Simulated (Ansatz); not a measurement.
# Structural relaxation of glassy Na2Si4O9 (165 atoms)

Aim: bring glassy Na2Si4O9 (165 atoms) to a nearby minimum of the energy and see what moves.

Calculated with Ansatz 0.2.0; Kohn-Sham DFT, RPBE, PAW (set soft_2), plane waves.

**What experiment says.** Na-O nearest neighbour distance in sodium silicate glasses from Zotov and Keppler (1998), who studied sodium tetrasilicate glass by neutron diffraction (as quoted in “Computer modeling of natural silicate melts: what can we learn from ab   initio simulations”, 2009, arxiv:0907.2530): nearest Na–O distance 2.425 Å. Si-Na distance estimated from earlier sodium K-edge XAFS experiments (refs. 26, 27), quoted for comparison with the simulated glass (as quoted in “Structural and electronic properties of the sodium tetrasilicate glass   Na2Si4O9 from classical and ab initio molecular-dynamics   simulations”, 2001, arxiv:cond-mat/0109263): nearest Si–Na distance 3.8 Å; nearest Na–Na distance 3.2 Å.

## 1. The starting structure

The cell holds 165 atoms: 22 Na, 99 O and 44 Si. Cell: a = 13.239 Å, b = 13.239 Å, c = 13.239 Å, α = 90.0°, β = 90.0°, γ = 90.0°. 165 atoms (22 Na, 99 O, 44 Si) placed at random at 2.38 g/cm³, melted at 4500 K for 20 ps at fixed volume with the Morse and Coulomb pair potential with partial charges (Pedone, Malavasi, Menziani, Cormack and Segre, J. Phys. Chem. B 110, 11780 (2006)). Quenched from 4500 K to 300 K at 20 K/ps and fixed volume, held 5 ps. The density is a measured one.

Before any run, some limits are plain. The quench rate of 20 K/ps far exceeds what a furnace or splat quench reaches, so expect more defects and frozen-in strain than in a real sample. The network of bonds at the start is that of the classical potential that made the cell. The Brillouin zone is sampled at Γ only, in a cell whose shortest periodic width is 13 Å.

## 2. Single point at the start

A single point comes first, to see the forces before anything moves.

The input, input.yaml:

```yaml
crystal:
  lattice:
    - [13.2385, 0.0, 0.0]
    - [0.0, 13.2385, 0.0]
    - [0.0, 0.0, 13.2385]
  atoms:
    - { symbol: Na, position: [0.63934, 0.03547, 0.7466] }
    - { symbol: Na, position: [0.99476, 0.96454, 0.00936] }
    - { symbol: Na, position: [0.63012, 0.87864, 0.59198] }
    - { symbol: Na, position: [0.20758, 0.13998, 0.10361] }
    - { symbol: Na, position: [0.38945, 0.7002, 0.0511] }
    - { symbol: Na, position: [0.9115, 0.57056, 0.31595] }
    - { symbol: Na, position: [0.97449, 0.13575, 0.9533] }
    - { symbol: Na, position: [0.83191, 0.93119, 0.63805] }
    - { symbol: Na, position: [0.18223, 0.05975, 0.57903] }
    - { symbol: Na, position: [0.03343, 0.3297, 0.00646] }
    - { symbol: Na, position: [0.76345, 0.23942, 0.93125] }
    - { symbol: Na, position: [0.0145, 0.97966, 0.45849] }
    - { symbol: Na, position: [0.85144, 0.6312, 0.56788] }
    - { symbol: Na, position: [0.50249, 0.7753, 0.83243] }
    - { symbol: Na, position: [0.44977, 0.02702, 0.14379] }
    - { symbol: Na, position: [0.83885, 0.89144, 0.89112] }
    - { symbol: Na, position: [0.17414, 0.96722, 0.25486] }
    - { symbol: Na, position: [0.85651, 0.41274, 0.08362] }
    - { symbol: Na, position: [0.1745, 0.06948, 0.89711] }
    - { symbol: Na, position: [0.90244, 0.11834, 0.72606] }
    - { symbol: Na, position: [0.47093, 0.95264, 0.93069] }
    - { symbol: Na, position: [0.17071, 0.62024, 0.89526] }
    - { symbol: O, position: [0.16762, 0.68404, 0.24514] }
    - { symbol: O, position: [0.49827, 0.97559, 0.66161] }
    - { symbol: O, position: [0.89877, 0.21138, 0.29708] }
    - { symbol: O, position: [0.80331, 0.9492, 0.17165] }
    - { symbol: O, position: [0.83664, 0.02356, 0.99498] }
    - { symbol: O, position: [0.20512, 0.74532, 0.76959] }
    - { symbol: O, position: [0.99642, 0.44179, 0.78327] }
    - { symbol: O, position: [0.65092, 0.69494, 0.68161] }
    - { symbol: O, position: [0.01991, 0.49112, 0.97201] }
    - { symbol: O, position: [0.36122, 0.62921, 0.90699] }
    [... 127 atom lines left out ...]
    - { symbol: Si, position: [0.69767, 0.15144, 0.56377] }
    - { symbol: Si, position: [0.38497, 0.97263, 0.68817] }
    - { symbol: Si, position: [0.82504, 0.36036, 0.53979] }
    - { symbol: Si, position: [0.15985, 0.23436, 0.38948] }
    - { symbol: Si, position: [0.27893, 0.29373, 0.93826] }
    - { symbol: Si, position: [0.52977, 0.28431, 0.62904] }
kpoints:
  mp_grid: { grid: [1, 1, 1] }
hamiltonian:
  xc: rpbe
scf:
  occupations: { method: fixed }
output:
  forces: true
  stress: true
  populations: intrinsic
  dos:
    method: { smearing: { sigma: 0.15 } }
    de: 0.1
    projected: { site_lists: { Na: [Na], O: [O], Si: [Si] } }
  eigenvalues: true
```

Command:

```sh
$ ansatz run input.yaml --threads 4 --pin off --max-ram 8192MiB --backend cpu --events-out ev --progress --plain --runs-dir out
```

Numbers of over 12 decimals in the logs are rounded to 6 here.

Output:

```text
Engine: ansatz 0.2.0, x86_64-unknown-linux-gnu
Pseudopotentials: kind: paw
Pseudopotential: Na, paw, valence charge 9, recommended cutoff 420 eV (normal), Na.paw.azcp
Pseudopotential: O, paw, valence charge 6, recommended cutoff 420 eV (normal), O.paw.azcp
Pseudopotential: Si, paw, valence charge 4, recommended cutoff 420 eV (normal), Si.paw.azcp
Functional definition: RPBE
  parameter kappa = 0.804
  parameter beta = 0.066725
  exchange = rpbe_x(kappa = kappa, mu = beta*pi^2/3)
  correlation = pbe_c(beta = beta)
Crystal: 165 atoms, lattice volume = 2320.151 Å³
Basis set: ecut = 420 eV, 45385 PW (Γ), exchange–correlation on 180×180×180 points (8 copies of the dense FFT grid, shifted against one another)
Bands: 649, of which v1, the nominal top of the filled ones, is band 484 counted from 1 (483 counted from 0)
Symmetry: 1 space group operations
Space group: P1 (ITA 1), of the structure as read, at distance tolerance 1.3e-4 Å
k-points: 1
Non-local potential: Na, projectors of the file, l = 0: 3, l = 1: 2, l = 2: 1
Non-local potential: O, projectors of the file, l = 0: 2, l = 1: 2, l = 2: 1
Non-local potential: Si, projectors of the file, l = 0: 2, l = 1: 2, l = 2: 2
PAW form: soft (Blöchl's): semilocal exchange-correlation on the pseudo side does not see the compensation charge
PAW frozen core: Na, regenerated for the run's functional, and the local potential with it (the file was generated under x = pbe(κ = 0.804, μ = 0.219515), c = pbe(β = 0.066725))
PAW frozen core: O, regenerated for the run's functional, and the local potential with it (the file was generated under x = pbe(κ = 0.804, μ = 0.219515), c = pbe(β = 0.066725))
PAW frozen core: Si, regenerated for the run's functional, and the local potential with it (the file was generated under x = pbe(κ = 0.804, μ = 0.219515), c = pbe(β = 0.066725))
PAW one-centre angular grid: Na, 110 points (default); XC on 64 Gauss nodes
PAW one-centre angular grid: O, 110 points (default); XC on 64 Gauss nodes
PAW one-centre angular grid: Si, 110 points (default); XC on 64 Gauss nodes
Initial density: superposition of atomic densities (neutral atoms: chi_scale 0, normalization atom), corrected by the library's trained network
Initial wavefunctions: pseudopotential atomic-orbital guess
Functional: x = rpbe, c = pbe(β = 0.066725)
SCF iter   1: F=—  HF=-117381.436456 eV  |F-HF|=—  |Δ(HF+E_count)|=         —  Δρ=4.04e-3  dr2=4.57e-1  ethr=1.77e-3  ⟨swp⟩=4.0  Hψ=2522  notcnv=0  defer=162
preconditioner: auto → Resta (q_TF=auto, 2.358 Å⁻¹)  ε∞=2.7  [insulator: Δε(μ)=3.094 eV  Ē_g=18.187 eV  n_scr=484 (ndim 8)  ℏωp=23.4 eV  f_vac=0.188  ε∞_Penn≈2.7]
SCF iter   2: F=—  HF=-117381.351152 eV  |F-HF|=—  |Δ(HF+E_count)|=   8.53e-2  Δρ=2.09e-3  dr2=8.08e-2  ethr=4.72e-5  ⟨swp⟩=2.0  Hψ=1211  notcnv=0  defer=163
SCF iter   3: F=—  HF=-117381.351151 eV  |F-HF|=—  |Δ(HF+E_count)|=   9.57e-7  Δρ=8.04e-4  dr2=2.17e-2  ethr=8.35e-6  ⟨swp⟩=3.0  Hψ=803  notcnv=0  defer=163
SCF iter   4: F=—  HF=-117381.351053 eV  |F-HF|=—  |Δ(HF+E_count)|=   9.81e-5  Δρ=3.02e-4  dr2=2.08e-3  ethr=2.24e-6  ⟨swp⟩=2.0  Hψ=914  notcnv=0  defer=163
SCF iter   5: F=—  HF=-117381.351223 eV  |F-HF|=—  |Δ(HF+E_count)|=   1.70e-4  Δρ=1.24e-4  dr2=3.45e-4  ethr=2.15e-7  ⟨swp⟩=2.0  Hψ=1059  notcnv=0  defer=163
SCF iter   6: F=—  HF=-117381.351409 eV  |F-HF|=—  |Δ(HF+E_count)|=   1.86e-4  Δρ=4.48e-5  dr2=3.98e-5  ethr=3.57e-8  ⟨swp⟩=2.0  Hψ=924  notcnv=0  defer=163
SCF iter   7: F=—  HF=-117381.351696 eV  |F-HF|=—  |Δ(HF+E_count)|=   2.87e-4  Δρ=1.79e-5  dr2=5.90e-6  ethr=4.11e-9  ⟨swp⟩=2.0  Hψ=975  notcnv=0  defer=160
SCF iter   8: F=—  HF=-117381.351701 eV  |F-HF|=—  |Δ(HF+E_count)|=   4.75e-6  Δρ=7.32e-6  dr2=1.02e-6  ethr=6.10e-10  ⟨swp⟩=2.0  Hψ=921  notcnv=0  defer=162
SCF iter   9: F=—  HF=-117381.351702 eV  |F-HF|=—  |Δ(HF+E_count)|=   1.21e-6  Δρ=2.34e-6  dr2=1.21e-7  ethr=1.05e-10  ⟨swp⟩=2.0  Hψ=951  notcnv=0  defer=163
SCF iter  10: F=-117381.351702 eV  HF=-117381.351702 eV  |F-HF|=2.68e-9  |Δ(HF+E_count)|=   1.37e-7  Δρ=1.18e-6  dr2=2.74e-8  ethr=1.03e-11  ⟨swp⟩=16.0  Hψ=4212  notcnv=0
SCF 1 converged in 10 iterations: F = -117381.351702 eV  dr2 = 2.74e-8
  greatest PAW one-centre occupation: 1.000 electrons in one spin orbital (limit 2), on the Na atom at site 5 (counted from 0), in its partial waves of l = 0
SCF converged after 10 iterations
Free energy (F): -117381.351702 eV
Harris-Foulkes:  -117381.351702 eV  (|F-HF|=2.68e-9)
Internal energy: -117381.351702 eV  (E = F + TS)
E sigma→0 (E₀):  -117381.351702 eV
Fermi energy:    4.068860 eV
--- Per-component energies (eV) ---
  E_band       = -8014.112878
  E_kinetic    = 22424.979678
  E_local      = -83441.000094  (includes V_loc(G=0)·N_el)
  E_nonlocal   = 8250.491476
  E_hartree    = 30982.117819
  E_xc         = -10763.664353
  E_vxc        = -12655.964889  (∫ρ·V_xc dr)
  E_paw        = -44417.362609  (= ΣΔE_a)
  E_vpaw       = -4557.101620  (= ΣTr[D̂ρ^β])
  E_aug_tail   = 0.251252  (compensation charges beyond the density's cutoff)
  E_ewald      = -40413.489974
  E_core_change = -3.674897  (= ΣΔE_core)
  E_smearing   = -0.000000  (= −TS)
  E_closure    = 0.000000  (closes the sum)
  Σ components = -117381.351702   (vs F -117381.351702, Δ=0.00e0)
--- Forces (eV/Å), atoms counted from 1 ---
  atom   1  Na    -0.66491711     0.19382945     0.38580563
  atom   2  Na     0.46512605    -1.41894048     0.49168874
  atom   3  Na    -0.20438765    -0.04671017    -0.55533406
  atom   4  Na     0.31331211    -0.13197377     0.64628609
  atom   5  Na     0.43195517     0.11967181    -0.07283403
  atom   6  Na    -0.91188425     0.46843628     0.04064715
  atom   7  Na    -0.37289054     0.41019163    -0.15981985
  atom   8  Na     0.65501584    -0.50826061    -0.26131967
  atom   9  Na     0.16314541    -0.42228299    -0.10570671
  atom  10  Na     1.02900199    -0.19317641     0.00474476
  atom  11  Na    -0.44973464    -0.06377729     0.14259629
  atom  12  Na    -0.06164058    -0.47401911    -0.16810468
  atom  13  Na    -0.26966929     0.26900938    -0.80718488
  atom  14  Na    -0.29161488    -0.28307237    -0.24646607
[...]
atom 164  Si     2.37735197    -0.95542551     0.68032115
  atom 165  Si     2.67089101     3.37942298     1.05018275
  max |Σ_I F_I| component: 1.18e-5 eV/Å
--- Stress (GPa, compression-positive) ---
        7.311658       0.250058       0.231884
        0.250059       8.418573       1.207866
        0.231884       1.207864       8.632260
  P = ⅓ Tr σ = 8.1208 GPa (81.208 kbar)
--- Band table (eV) ---
  k-point 0: bands = ["-48.4032", "-48.1982", "-48.0609", "-47.8467", [... 633 levels ...], "13.7424", "13.7740", "13.8020", "13.8208", "13.8554", "13.8632", "13.8963", "13.9327", "13.9444", "13.9539", "13.9802", "14.0123"]
--- intrinsic populations: 165 sites ---
  site symbol       q [e]
     0     Na      8.1976
     1     Na      8.2043
     2     Na      8.1848
[...]
164     Si      2.2052
  spilling = -0.000000 (of n_electrons = 968.000000)
```

Wall time 25 s (4 threads of AMD EPYC 9R45, shared host); peak memory 3.8 GiB.

Read from the output:

* free energy: -117381.3517 eV
* free energy per atom: -711.4021 eV/atom
* SCF cycles: 10
* pressure: 8.121 GPa
* r.m.s. force component: 1.39 eV/Å
* longest force: 5.511 eV/Å
* Fermi energy: 4.069 eV
* gap (highest filled to lowest empty level): 2.686 eV

The r.m.s. force component of 1.4 eV/Å and the pressure of 8.1 GPa set the starting point.

Length of the force by element:

| element | coordination | atoms | mean length of the force (eV/Å) | spread | least | most |
| --- | --- | --- | --- | --- | --- | --- |
| Na | all | 22 | 0.696 | 0.296 | 0.0674 | 1.57 |
| O | all | 99 | 2.09 | 1.08 | 0.239 | 5.51 |
| Si | all | 44 | 2.85 | 0.951 | 0.912 | 5.22 |

(Continued in part 2 of 3.)

[Logs are printed without paths, hosts, clocks, repeated set-up lines and the standing remarks that a program may print on its own settings, such as how far it seeks lower states.]

[Hosts, paths, dates, database ids (printed as entryN), source tags and the programs' standing remarks are cut or masked in the printed files.]
